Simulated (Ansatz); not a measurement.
# EuAgBi: which shell does photoemission see at 21.2 and 100 eV? (LDA)

The valence band of EuAgBi mixes several shells. Work out by hand which one leads the spectrum's area at each photon energy.

Filled states come from the projected DOS of Ansatz 0.2.0 (LDA+U, plane waves); cross sections σ and asymmetry parameters β are those of free atoms in a Dirac–Hartree–Slater calculation. A shell's area is states × σ × angular factor, which is 1 − β·P₂(cos θ)/2 for unpolarised light, with θ = 45° from the beam and P₂ = 0.250.

**At 21.2 eV** (states counted from 11.2 eV below the zero; other shells add 1.3 to the products' sum of 56.9):

| shell | filled states a cell | cross section (Mb an electron) | β | angular factor | product | share by hand (%) | share in the simulated spectrum (%) |
| --- | --- | --- | --- | --- | --- | --- | --- |
| Bi 6p | 7.37 | 1.42 | 1.89 | 0.76 | 7.99 | 14 | 14 |
| Bi 5d | 0.02 | 0 | 0.00 | 1.00 | 0 | 0 | 0 |
| Eu 5d | 3.01 | 2.63 | 0.67 | 0.92 | 7.27 | 13 | 13 |
| Eu 4f | 13.99 | 0.206 | 1.53 | 0.81 | 2.32 | 4 | 4 |
| Ag 4d | 19.59 | 1.87 | -0.30 | 1.04 | 38 | 67 | 67 |

**At 100 eV** (states counted from 23.8 eV below the zero; other shells add 0.72 to the products' sum of 19.1):

| shell | filled states a cell | cross section (Mb an electron) | β | angular factor | product | share by hand (%) | share in the simulated spectrum (%) |
| --- | --- | --- | --- | --- | --- | --- | --- |
| Bi 6p | 7.47 | 0.019 | 0.51 | 0.94 | 0.133 | 1 | 1 |
| Bi 5d | 19.98 | 0.422 | 1.53 | 0.81 | 6.82 | 36 | 35 |
| Eu 5d | 3.06 | 0.0127 | 1.86 | 0.77 | 0.0299 | 0 | 0 |
| Eu 4f | 13.99 | 0.796 | 0.38 | 0.95 | 10.6 | 55 | 56 |
| Ag 4d | 19.61 | 0.0545 | 1.94 | 0.76 | 0.809 | 4 | 4 |

Ag 4d leads at 21.2 eV and Eu 4f at 100 eV. Between the two energies σ of Ag 4d changes by a factor 0.029 and that of Eu 4f by 3.9, so their ratio moves 133-fold in favour of the second. The simulated spectrum uses the same rule on the energy-resolved DOS, so the two share columns agree within a few points.

Only crystals where the two columns agree within 4 points and the lead is clear are worked in this form. Free-atom cross sections ignore the solid's final states, no escape depth or background enters, and the count of states a shell hangs on the projection.
